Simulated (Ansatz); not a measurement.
**SnH2 (model cell, started as rutile): a soft mode frozen in**

Wanted: the energy along a soft mode of SnH2 (model cell, started as rutile) and the structure at the end.

Calculated with Ansatz 0.2.0; DFT PBE, scalar-relativistic, plane waves, PAW.

This is a report of a sequence of runs, with the program logs left out and the cost of each run kept.

The structure was built from a prototype and need not be the compound's stable phase.

## (1) Set-up

The structure is tetragonal, space group P4_2/mnm (No. 136). Conventional cell: a = 4.858 Å, b = 4.858 Å, c = 3.642 Å, α = 90.00°, β = 90.00°, γ = 90.00°. Sn has 6 H at 2.14 to 2.24 Å nearest. H has 3 Sn at 2.14 to 2.24 Å nearest. Farther neighbours, and contacts between anions beyond the nearest, are not listed.

## (2) Response at finite wavevector

Stability and thermal properties need the whole zone. Linear response on a 2×2×4 q mesh gives force constants as far as a supercell of that size would.

input.yaml

```yaml
crystal:
  lattice:
    - [4.8575969519, 0.0, 0.0]
    - [0.0, 4.8575969519, 0.0]
    - [0.0, 0.0, 3.6419952209]
  atoms:
    - { symbol: Sn, position: [0.0, 0.0, 0.0] }
    - { symbol: Sn, position: [0.5, 0.5, 0.5] }
    - { symbol: H, position: [0.3110725174, 0.3110725174, 0.0] }
    - { symbol: H, position: [0.6889274826, 0.6889274826, 0.0] }
    - { symbol: H, position: [0.8110725174, 0.1889274826, 0.5] }
    - { symbol: H, position: [0.1889274826, 0.8110725174, 0.5] }
kpoints:
  mp_grid: { grid: [8, 8, 12] }
hamiltonian:
  xc: pbe
scf:
  occupations: { method: methfessel_paxton, width: 0.2 }
output:
  eigenvalues: true
phonons:
  method: dfpt
  qmesh: [2, 2, 4]
  temperatures: { t_max: 1000, t_step: 50 }
  qpath:
    path:
      - [[0.0, 0.0, 0.0], [0.0, 0.5, 0.0], [0.5, 0.5, 0.0], [0.0, 0.0, 0.0], [0.0, 0.0, 0.5], [0.0, 0.5, 0.5], [0.5, 0.5, 0.5], [0.0, 0.0, 0.5]]
      - [[0.0, 0.5, 0.0], [0.0, 0.5, 0.5]]
      - [[0.5, 0.5, 0.0], [0.5, 0.5, 0.5]]
    npoints: 10
```

On the command line:

```
$ ansatz run input.yaml --threads 8 --pin off --max-ram 14336MiB --backend cpu --events-out ev --progress --plain --runs-dir out
```

Run time: 8.1 min. Hardware: 8 threads of Arm Neoverse N1, shared host; peak memory 2.1 GiB; 62 min of CPU time.

This step gave:

* volume per atom: 14.32 Å³
* gap on the k-mesh: 0 eV
* sum-rule residual before enforcement: 2.40e-5 eV/Å²
* lowest frequency on the path: -804.8 cm⁻¹
* point group: 4/mmm
* highest frequency on path, mesh or solved points: 976.8 cm⁻¹
* highest optical mode at the zone centre (no LO-TO term): 976.8 cm⁻¹
* lowest optical zone-centre mode: -557.4 cm⁻¹
* lowest mode on the q mesh (acoustic modes at Γ apart): -804.8 cm⁻¹

Frequencies (cm⁻¹) solved at each irreducible wavevector; negative means imaginary. Frequencies by wavevector, by row:

```
q in reciprocal lattice units  star  mode 1  mode 2  mode 3  mode 4  mode 16  mode 17  mode 18
                        0 0 0     1  -557.4  -342.6       0       0    621.4    658.1    976.8
                     0 0 0.25     2    -463  -426.4  -426.4  -289.8    568.8    689.7    956.8
                     0 0 -0.5     1  -804.8  -804.8    65.5    65.5    552.8    825.7    825.7
                     0 -0.5 0     2  -345.8  -345.8    40.4    40.4    586.5    798.2    798.2
                  0 -0.5 0.25     4  -382.7  -382.7    41.3    41.3    564.9    841.6    841.6
                  0 -0.5 -0.5     2  -722.1  -722.1   -30.2   -30.2    472.4    887.6    887.6
                  -0.5 -0.5 0     1  -442.9  -442.9    -4.8    -4.8    522.2      871      871
               -0.5 -0.5 0.25     2  -358.2  -358.2  -325.1  -325.1    551.2    843.5    843.5
               -0.5 -0.5 -0.5     1  -793.6  -793.6    48.9    48.9    534.9    838.3    838.3
```

Interpolated from a 2×2×4 q mesh. The phonon branches at the labelled points (cm⁻¹):

```
    point  branch 1  branch 2  branch 3  branch 4  branch 15  branch 16  branch 17  branch 18
        Γ      -557      -343         0         0        571        621        658        977
  halfway      -486      -315       -40        17        580        597        627        940
        X      -346      -346        40        40        586        586        798        798
  halfway      -397      -397        40        40        555        555        836        836
        M      -443      -443        -5        -5        522        522        871        871
  halfway      -460      -337       -22        22        566        576        672        928
        Γ      -557      -343         0         0        571        621        658        977
  halfway      -463      -426      -426      -290        569        569        690        957
        Z      -805      -805        66        66        553        553        826        826
  halfway      -763      -763        65        65        492        492        863        863
        R      -722      -722       -30       -30        472        472        888        888
  halfway      -756      -756        58        58        510        510        868        868
        A      -794      -794        49        49        535        535        838        838
  halfway      -768      -747       -47        60        489        540        834        892
        Z      -805      -805        66        66        553        553        826        826
jump to X      -346      -346        40        40        586        586        798        798
  halfway      -383      -383        41        41        565        565        842        842
        R      -722      -722       -30       -30        472        472        888        888
jump to M      -443      -443        -5        -5        522        522        871        871
  halfway      -358      -358      -325      -325        551        551        844        844
        A      -794      -794        49        49        535        535        838        838
```

Symmetry leaves 9 wavevectors to solve. The lowest mode among them, the acoustic zeros apart, lies at q = (0, 0, -0.5) and is imaginary, 804.8i cm⁻¹, so the energy falls along it.

## (3) The mode frozen in, largest atomic shift 0 Å

The mode followed lies at q = (0, 0, -0.5) with frequency 804.8i cm⁻¹ and is 2-fold degenerate, the softest among the wavevectors solved. At small amplitude the pattern taken leaves space group no. 96 by a symmetry search on the positions. The undistorted cell that holds it gives the zero of energy on the same k mesh.

System of this step: SnH2 (model cell, started as rutile). The structure is tetragonal, space group P4_2/mnm (No. 136). Conventional cell: a = 4.858 Å, b = 4.858 Å, c = 3.642 Å, α = 90.00°, β = 90.00°, γ = 90.00°. Nearest to Sn lie 6 H at 2.14 to 2.24 Å. Nearest to H lie 3 Sn at 2.14 to 2.24 Å. Farther neighbours, and contacts between anions beyond the nearest, are not listed.

input.yaml

```yaml
crystal:
  lattice:
    - [4.8575969519, 0.0, 0.0]
    - [0.0, 4.8575969519, 0.0]
    - [0.0, 0.0, 7.2839904417]
  atoms:
    - { symbol: Sn, position: [0.0, 0.0, 0.0] }
    - { symbol: Sn, position: [0.0, 0.0, 0.5] }
    - { symbol: Sn, position: [0.5, 0.5, 0.25] }
    - { symbol: Sn, position: [0.5, 0.5, 0.75] }
    - { symbol: H, position: [0.3110725174, 0.3110725174, 0.0] }
    - { symbol: H, position: [0.3110725174, 0.3110725174, 0.5] }
    - { symbol: H, position: [0.6889274826, 0.6889274826, 0.0] }
    - { symbol: H, position: [0.6889274826, 0.6889274826, 0.5] }
    - { symbol: H, position: [0.8110725174, 0.1889274826, 0.25] }
    - { symbol: H, position: [0.8110725174, 0.1889274826, 0.75] }
    - { symbol: H, position: [0.1889274826, 0.8110725174, 0.25] }
    - { symbol: H, position: [0.1889274826, 0.8110725174, 0.75] }
kpoints:
  mp_grid: { grid: [8, 8, 6] }
hamiltonian:
  xc: pbe
scf:
  occupations: { method: methfessel_paxton, width: 0.2 }
output:
  forces: true
  stress: true
  eigenvalues: true
```

It took 6.9 s on 8 threads; peak memory 0.83 GiB.

Read from the output:

- pressure: 4.56e-4 GPa
- energy from the undistorted cell: 0 meV/atom

The run ends at a pressure of 0.00 GPa.

## (4) The mode frozen in, largest atomic shift 0.45 Å

The atoms are moved along the unstable eigenvector, the largest shift by 0.45 Å, with the cell fixed.

input.yaml

```yaml
crystal:
  lattice:
    - [4.8575969519, 0.0, 0.0]
    - [0.0, 4.8575969519, 0.0]
    - [0.0, 0.0, 7.2839904417]
  atoms:
    - { symbol: Sn, position: [4.41243e-05, -4.41243e-05, 0.0] }
    - { symbol: Sn, position: [-4.41243e-05, 4.41243e-05, 0.5] }
    - { symbol: Sn, position: [0.4999558757, 0.4999558757, 0.25] }
    - { symbol: Sn, position: [0.5000441243, 0.5000441243, 0.75] }
    - { symbol: H, position: [0.3155756311, 0.3065694037, 0.0616331725] }
    - { symbol: H, position: [0.3065694037, 0.3155756311, 0.4383668275] }
    - { symbol: H, position: [0.6934305963, 0.6844243689, -0.0616331725] }
    - { symbol: H, position: [0.6844243689, 0.6934305963, 0.5616331725] }
    - { symbol: H, position: [0.8065694037, 0.1844243689, 0.3116331725] }
    - { symbol: H, position: [0.8155756311, 0.1934305963, 0.6883668275] }
    - { symbol: H, position: [0.1844243689, 0.8065694037, 0.1883668275] }
    - { symbol: H, position: [0.1934305963, 0.8155756311, 0.8116331725] }
kpoints:
  mp_grid: { grid: [8, 8, 6] }
hamiltonian:
  xc: pbe
scf:
  occupations: { method: methfessel_paxton, width: 0.2 }
output:
  forces: true
  stress: true
  eigenvalues: true
```

Run time: 10 s. Hardware: 8 threads; peak memory 0.75 GiB.

This step gave:

| Quantity | Value |
| --- | --- |
| pressure | 3.038 GPa |
| energy from the undistorted cell | -79.76 meV/atom |

The energy, extrapolated to zero smearing, is -79.76 meV/atom against the undistorted cell.

The run ends at a pressure of 3.04 GPa, with forces up to 0.35 eV/Å.

## (5) Energy along the mode, all amplitudes (two of the runs are shown above)

An imaginary frequency means negative curvature, so the energy should fall and then rise again as anharmonic terms take over.

Numbers from this step:

| Item | Value |
| --- | --- |
| depth at the lowest point sampled | 79.76 meV/atom |
| largest atomic shift at that point | 0.45 Å |

Table of energy from the parent by largest atomic shift:

```
largest atomic shift (Å)  energy from the parent (meV/atom)
                   0.000                                  0
                   0.040                              -1.23
                   0.080                              -4.98
                   0.140                              -15.0
                   0.220                              -34.2
                   0.320                              -59.4
                   0.450                              -79.8
                   0.600                              -59.7
```

Displacement at unit largest shift by atom:

```
atom  x (Å)  y (Å)  z (Å)  size
 Sn1   0.00   0.00   0.00  0.00
 Sn2   0.00   0.00   0.00  0.00
 Sn3   0.00   0.00   0.00  0.00
 Sn4   0.00   0.00   0.00  0.00
  H5   0.05  -0.05   1.00  1.00
  H6  -0.05   0.05  -1.00  1.00
  H7   0.05  -0.05  -1.00  1.00
  H8  -0.05   0.05   1.00  1.00
  H9  -0.05  -0.05   1.00  1.00
 H10   0.05   0.05  -1.00  1.00
 H11  -0.05  -0.05  -1.00  1.00
 H12   0.05   0.05   1.00  1.00
```

The lowest step is at 0.45 Å, 79.8 meV/atom below the parent, and the energy rises beyond it.

## (6) Relaxing from the distorted cell

Starting from the lowest point found, all atoms and the cell are let go, so that strain and other modes of the same symmetry can join in.

input.yaml, as its differences from that of step 4:

```diff
@@ -28 +28,6 @@
   eigenvalues: true
+relax:
+  adjacent_minimum: "off"
+  f_tol: 0.002
+  max_steps: 120
+  cell: { stress_tol: 0.03 }
```

The job ended after 2.6 min (8 threads; peak memory 0.94 GiB).

The steps of the relaxation:

```
step  energy less that of the first step (eV)  largest force component (eV/Å)  pressure (GPa)  volume (Å³)
   1                                   0.0000                          0.2682            3.04       171.87
   2                                  -0.3383                          0.1906            0.03       181.95
   3                                  -0.5066                          0.1706           -0.54       187.06
   4                                  -0.6915                          0.0602           -0.24       200.96
   5                                  -0.7476                          0.1804           -0.98       203.88
   6                                  -0.7743                          0.0652            0.64       195.80
   7                                  -0.7867                          0.0093            0.05       201.31
   8                                  -0.7867                          0.0038            0.02       201.44
   9                                  -0.7867                          0.0001            0.00       201.54
 10*                                  -0.8198                          0.0010            0.11       201.54
  11                                  -0.8201                          0.0028            0.01       203.89
  12                                  -0.8201                          0.0026            0.00       204.05
  13                                  -0.8200                          0.0004            0.00       204.23
 14*                                  -0.8217                          0.0005            0.00       204.23
```

Relaxation steps marked * repeat the geometry before them on a plane-wave basis chosen anew for their cell, so energy and pressure can jump there.

The run keeps the 8 symmetry operations that the program found, so distortions that break them were not tested.

```
     cell as run  before  after   change
           a (Å)   4.858  4.949   +1.9 %
           b (Å)   4.858  4.949   +1.9 %
           c (Å)   7.284  8.340  +14.5 %
volume (Å³/atom)   14.32  17.02  +18.8 %
```

The atoms that moved most (Å, as changes of fractional coordinates times the final cell):

```
atom      dx      dy      dz  length
  H8  -0.193   0.531   0.407   0.696
 H10   0.193   0.531  -0.407   0.696
 H12   0.531   0.193   0.407   0.696
  H7   0.531  -0.193  -0.407   0.696
 H11  -0.193  -0.531  -0.407   0.696
  H5   0.193  -0.531   0.407   0.696
  H9  -0.531  -0.193   0.407   0.696
  H6  -0.531   0.193  -0.407   0.696
```

Final coordinates:

```
Sn H
1.0
     4.94865    0.00000    0.00000
     0.00000    4.94865    0.00000
     0.00000    0.00000    8.33962
Sn H
4 8
Direct
  0.02841 0.97159 0.00000
  0.97159 0.02841 0.50000
  0.47159 0.47159 0.25000
  0.52841 0.52841 0.75000
  0.35454 0.19925 0.11043
  0.19925 0.35454 0.38957
  0.80075 0.64546 0.88957
  0.64546 0.80075 0.61043
  0.69925 0.14546 0.36043
  0.85454 0.30075 0.63957
  0.14546 0.69925 0.13957
  0.30075 0.85454 0.86043
```

This step gave:

```yaml
pressure: 0.003506 GPa
volume_per_atom: 17.02 Å³
gap_on_the_k_mesh: 1.219 eV
```

The distorted start has space group P4_32_12; the relaxation ends in P4_32_12.

## (7) What came out

| Property | Result |
| --- | --- |
| unstable mode of the parent | q = (0, 0, -0.5), 805i cm⁻¹ |
| depth at the lowest point sampled | 79.8 meV/atom |
| largest atomic shift at that point | 0.45 Å |
| space group reached | P4_32_12 |
| energy gained over the parent (first relaxation, on the mesh of the frozen mode) | 148 meV/atom |
| volume per atom, phase reached | 17.0 Å³ |
| gap on the k-mesh, phase reached | 1.22 eV |

Along this mode the structure falls into P4_32_12, 148 meV/atom below the parent. At the parent's cell the well is 79.76 meV/atom deep on the steps tried, with its lowest point at a shift of 0.45 Å. Relaxing atoms and cell changes the gain by +68.41 meV/atom against the lowest step (energies at zero smearing). The modes of the phase reached were not computed. Of the 6 patterns followed from this parent, this one reaches the lowest energy. Differences under 1.0 meV/atom are within the error of comparing unlike cells and meshes, so the order among close phases is not settled. Each path keeps the symmetry of its pattern, so a lower phase may lie along a pattern not tried. With no gap, or one that is small against the smearing, the frequencies hang on the k mesh and the smearing, most of all near Kohn anomalies. The volume moved by more than a tenth on the k mesh of the start, so the energy gain is rough. Spin-orbit coupling is left out, which can matter for the heavy elements here. The starting cell was built on a prototype and not taken from a measurement, so the phase need not exist.

[Long decimals in the printed logs are rounded to 6 places.]

[Logs are printed without paths, hosts, clocks, repeated set-up lines and the standing remarks that a program may print on its own settings, such as how far it seeks lower states.]

[Hosts, paths, dates, database ids (printed as entryN), source tags and the programs' standing remarks are cut or masked in the printed files.]

[Where the starting crystal was built by hand or by swapping elements, it need not be the compound's stable phase.]
